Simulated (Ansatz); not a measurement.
# KScF3: relaxing a made-up structure, part 2 of 2

Starting from a made-up structure for KScF3, the aim is the relaxed cell, its shortest contacts and, where a second run follows, its electronic structure.

Ansatz 0.2.0; DFT, PBE, plane-wave PAW, files of the set soft_1, scalar-relativistic, no spin, cell and ions relaxed at zero pressure; PAW set soft_1 (the session's first sound run).

So far: Starting point; Relaxation of the guess.

## Step 3: Bands of the relaxed cell

With the geometry fixed, one more self-consistent run, with a narrower smearing and the mesh shown in its input, gives the bands, and its pressure, and its forces where symmetry allows any, show how far the geometry depends on these settings.

This step: DFT, PBE, plane-wave PAW, files of the set soft_1, scalar-relativistic, no spin, bands and density of states at the relaxed cell; PAW set soft_1 (Ansatz 0.2.0).

Contents of input.yaml:

```yaml
crystal:
  lattice:
    - [4.3102866956, 0.0, 0.0]
    - [0.0, 4.3102866956, 0.0]
    - [0.0, 0.0, 4.3157883056]
  atoms:
    - { symbol: Sc, position: [0.0, 0.0, 0.0] }
    - { symbol: K, position: [0.5, 0.5, 0.5] }
    - { symbol: F, position: [0.5, 0.0, 0.0] }
    - { symbol: F, position: [0.0, 0.5, 0.0] }
    - { symbol: F, position: [0.0, 0.0, 0.5] }
kpoints:
  mp_grid: { grid: [8, 8, 8] }
  band_path:
    path:
      - [[0.0, 0.0, 0.0], [0.0, 0.5, 0.0], [0.5, 0.5, 0.0], [0.0, 0.0, 0.0], [0.0, 0.0, 0.5], [0.0, 0.5, 0.5], [0.5, 0.5, 0.5], [0.0, 0.0, 0.5]]
      - [[0.0, 0.5, 0.0], [0.0, 0.5, 0.5]]
      - [[0.5, 0.5, 0.0], [0.5, 0.5, 0.5]]
    npoints: 8
scf:
  occupations: { method: fermi_dirac, width: 0.03 }
  n_extra_bands: 9
hamiltonian:
  xc: pbe
  pseudopotentials: { kind: paw, azcp: { folder: soft_1 } }
output:
  forces: true
  stress: true
  write_bands: true
  dos: { projected: true }
  write_density: true
  write_potential: true
  elf: true
  volumetric_format: npy
```

The run is started by

```bash
ansatz run input.yaml --threads 4 --pin off --max-ram 8192MiB --backend cpu --events-out ev --progress --plain --runs-dir out
```

Numbers of over 12 decimals in the logs are rounded to 6 here.

What it wrote:

```text
[...]
Crystal: 5 atoms, lattice volume = 80.181 Å³
Basis set: ecut = 420 eV, 1551 PW (Γ), exchange–correlation on 60×60×60 points (8 copies of the dense FFT grid, shifted against one another)
Bands: 30, of which v1, the nominal top of the filled ones, is band 21 counted from 1 (20 counted from 0)
Symmetry: 16 space group operations
[...]
k-points: 75 of 512
[...]
SCF iter   1: F=—  HF=-6112.759230 eV  |F-HF|=—  |Δ(HF+E_count)|=         —  Δρ=2.03e-1  dr2=3.31e1  ethr=3.10e-3  ⟨swp⟩=6.0  Hψ=10386  notcnv=0
[...]
SCF iter  10: F=-6105.634696 eV  HF=-6105.634696 eV  |F-HF|=5.15e-9  |Δ(HF+E_count)|=   1.43e-7  Δρ=8.16e-6  dr2=3.17e-8  ethr=2.44e-10  ⟨swp⟩=13.4  Hψ=14530  notcnv=0
SCF 1 converged in 10 iterations: F = -6105.634696 eV  dr2 = 3.17e-8
[...]
NSCF: frozen V_eff on 75 k-points
SCF converged after 10 iterations
Free energy (F): -6105.634696 eV
[...]
Internal energy: -6105.623411 eV  (E = F + TS)
E sigma→0 (E₀):  -6105.629053 eV
Entropy (-TS):   -0.011285 eV (-2.257 meV/atom)
Fermi energy:    9.542588 eV
[...]
--- Stress (GPa, compression-positive) ---
        0.016026       0.000000       0.000000
        0.000000       0.016026       0.000000
        0.000000       0.000000      -0.084624
  P = ⅓ Tr σ = -0.0175 GPa (-0.175 kbar)
--- Band table (eV; the first three rows and the last of 75) ---
  k-point 0: bands = [... 17 lower, 1.4854, 1.4854, 1.4854, 8.4962, 9.2544, 9.2544, 9.2561, 10.5849, ... 5 higher]
  k-point 1: bands = [... 17 lower, 1.3482, 1.4645, 1.4645, 8.7165, 9.2757, 9.3512, 9.3512, 10.6287, ... 5 higher]
  k-point 2: bands = [... 17 lower, 1.2594, 1.4284, 1.4284, 9.2964, 9.3241, 9.5907, 9.5907, 10.7106, ... 5 higher]
  k-point 74: bands = [... 17 lower, 1.7754, 1.7779, 1.7779, 10.4721, 10.4721, 10.4761, 12.0843, 12.0843, ... 5 higher]
```

Run time: 4.9 s. Hardware: 4 threads of Arm Neoverse V1, shared host; peak memory 0.46 GiB; 19 s of CPU time.

Reading the cycles: dr2 is the Hartree energy of the density residual (eV), the measure of convergence; HF is the Harris–Foulkes estimate of the energy, which meets the free energy F at convergence.

This step gave:

```
free energy             : -6105.6347 eV
energy at zero smearing : -6105.6291 eV
smearing term TS        : 0.01129 eV
Fermi energy            : 9.543 eV
pressure                : -0.01752 GPa
```

bands.tsv at the labelled points (eV, zero at the Fermi level; the bands that come nearest the Fermi level along the path):

```tsv
point	band 17	band 18	band 19	band 20	band 21	band 22	band 23	band 24
Γ	-8.21	-8.06	-8.06	-8.06	-1.05	-0.29	-0.29	-0.29
X	-8.51	-8.35	-8.15	-8.14	-0.15	0.41	0.41	1.24
M	-8.59	-8.41	-8.41	-7.78	0.38	0.38	0.79	1.33
Γ	-8.21	-8.06	-8.06	-8.06	-1.05	-0.29	-0.29	-0.29
Z	-8.50	-8.35	-8.15	-8.15	-0.15	0.41	0.41	1.25
R	-8.58	-8.42	-8.42	-7.78	0.37	0.38	0.79	1.35
A	-9.22	-7.77	-7.76	-7.76	0.93	0.93	0.93	2.54
Z	-8.50	-8.35	-8.15	-8.15	-0.15	0.41	0.41	1.25
X	-8.51	-8.35	-8.15	-8.14	-0.15	0.41	0.41	1.24
R	-8.58	-8.42	-8.42	-7.78	0.37	0.38	0.79	1.35
M	-8.59	-8.41	-8.41	-7.78	0.38	0.38	0.79	1.33
A	-9.22	-7.77	-7.76	-7.76	0.93	0.93	0.93	2.54
```

Counts of states for the cell as run, both spins, by energy window (eV from the Fermi level):

```csv
from,to,total
-8,-7,1.56
-7,-6,0.00
-6,-5,0.00
-5,-4,0.00
-4,-3,0.00
-3,-2,0.00
-2,-1,0.00
-1,0,0.88
0,1,5.81
1,2,3.01
2,3,2.89
3,4,3.98
```

A further 38.4 states lie below the table's range.

Valence density in the ac plane at fractional y = 0.000, with atoms of Sc and F within 0.2 Å of it. It is the smooth field of the valence electrons, not physical close to the nuclei.

Ten even steps from '_' (0 e/Å³) to '@' (13 e/Å³), each cell a mean:
```
++==..____..++##--______::==
::..________..::..______..::
____________________________
____________________________
..__________________________
++::____________________..--
@@++..__________________::##
##--____________________..++
::..______________________..
____________________________
____________________________
....__________..__________..
==--..____..--++::______..==
**==..____::##@@++..____::++
```
Columns run along a (4.3 Å), rows up along c (4.3 Å). Atoms in or near the plane, at fractional coordinates: Sc at (0.00, 0.00), F at (0.50, 0.00), F at (0.00, 0.50).

ELF in the ac plane at fractional y = 0.000, with atoms of Sc and F within 0.2 Å of it. It is the smooth field of the valence electrons, not physical close to the nuclei.

Values, 14 rows by 14 columns, each cell a mean:
```
0.29 0.55 0.56 0.16 0.39 0.78 0.74 0.67 0.77 0.70 0.22 0.26 0.63 0.46
0.60 0.63 0.42 0.10 0.29 0.70 0.79 0.79 0.77 0.58 0.16 0.17 0.55 0.63
0.28 0.24 0.11 0.05 0.13 0.42 0.61 0.65 0.57 0.30 0.08 0.05 0.16 0.26
0.24 0.21 0.13 0.06 0.04 0.13 0.25 0.30 0.22 0.08 0.04 0.08 0.16 0.22
0.73 0.67 0.49 0.21 0.05 0.03 0.05 0.06 0.04 0.03 0.08 0.30 0.58 0.70
0.72 0.78 0.73 0.44 0.12 0.03 0.01 0.01 0.01 0.04 0.22 0.57 0.77 0.77
0.54 0.73 0.77 0.54 0.18 0.03 0.01 0.01 0.01 0.06 0.30 0.65 0.79 0.67
0.67 0.77 0.75 0.49 0.15 0.03 0.01 0.01 0.01 0.05 0.26 0.61 0.79 0.74
0.78 0.76 0.62 0.31 0.07 0.02 0.03 0.03 0.02 0.03 0.13 0.43 0.70 0.78
0.42 0.36 0.23 0.09 0.04 0.07 0.15 0.18 0.12 0.05 0.04 0.13 0.29 0.39
0.17 0.14 0.08 0.04 0.09 0.31 0.49 0.53 0.44 0.21 0.06 0.05 0.10 0.16
0.56 0.53 0.30 0.08 0.23 0.62 0.75 0.77 0.73 0.49 0.13 0.11 0.42 0.55
0.43 0.61 0.53 0.14 0.36 0.76 0.77 0.73 0.78 0.67 0.21 0.24 0.63 0.55
0.09 0.42 0.56 0.17 0.42 0.78 0.67 0.54 0.72 0.73 0.24 0.28 0.60 0.29
```
Columns run along a (4.3 Å), rows up along c (4.3 Å). Atoms in or near the plane, at fractional coordinates: Sc at (0.00, 0.00), F at (0.50, 0.00), F at (0.00, 0.50).

Electrostatic potential energy in the ac plane at fractional y = 0.000, with atoms of Sc and F within 0.2 Å of it. With pseudopotentials it is smooth inside the atoms' cores, unlike the true potential.

Ten even steps from '_' (-44 eV) to '@' (10 eV), each cell a mean:
```
____==##%%++....::##%%**::__
..--**%%@@%%++==**@@@@##==::
****%%@@@@@@@@@@@@@@@@%%##**
%%%%@@@@@@@@@@@@@@@@@@@@@@%%
**%%@@@@@@@@@@@@@@@@@@@@@@##
..--%%@@@@@@@@@@@@@@@@@@**::
__..##@@@@@@@@@@@@@@@@@@==..
__::##@@@@@@@@@@@@@@@@@@++..
==**@@@@@@@@@@@@@@@@@@@@%%++
%%@@@@@@@@@@@@@@@@@@@@@@@@%%
####%%@@@@@@@@@@@@@@@@@@%%##
--==##%%@@@@####%%@@@@%%**==
__..==##@@**::..--%%%%**--__
____--##%%==____..**%%**..__
```
Columns run along a (4.3 Å; values clipped at the 3rd and 97th percentile), rows up along c (4.3 Å). Atoms in or near the plane, at fractional coordinates: Sc at (0.00, 0.00), F at (0.50, 0.00), F at (0.00, 0.50).

## Step 4: Results

| Quantity | Value |
| --- | --- |
| space group, relaxed | Pm-3m |
| conventional cell | a = 4.312, b = 4.312, c = 4.312 Å; α = 90.0°, β = 90.0°, γ = 90.0° |
| volume per atom | 16.04 Å³ (guess 16.36) |

KScF3 relaxes to Pm-3m with a = 4.312, b = 4.312 and c = 4.312 Å. The guessed volume was 2 % too large. The symmetry rose from P4/mmm to Pm-3m, so the distortion of the structure type doesn't survive with these elements. Bands cross the Fermi level, so it is a metal or semimetal at this level. The electron count is odd, which forces that without spin polarisation or a larger cell. On the 8×8×8 mesh with the narrower smearing (relaxed on 7×7×6) the forces vanish, as symmetry may demand, and the largest stress component is 0.085 GPa, against the relaxation's thresholds of 0.015 eV/Å and 0.05 GPa. The cutoff wasn't tested. A vector of the cell changed its length by 8 %, more than the volume shows. No dispersion term is used, so weakly bound directions may come out too long. Nothing here tests whether the compound is stable against decomposition.

[Logs are printed without paths, hosts, clocks, repeated set-up lines and the standing remarks that a program may print on its own settings, such as how far it seeks lower states.]

[Hosts, paths, dates, database ids (printed as entryN), source tags and the programs' standing remarks are cut or masked in the printed files.]
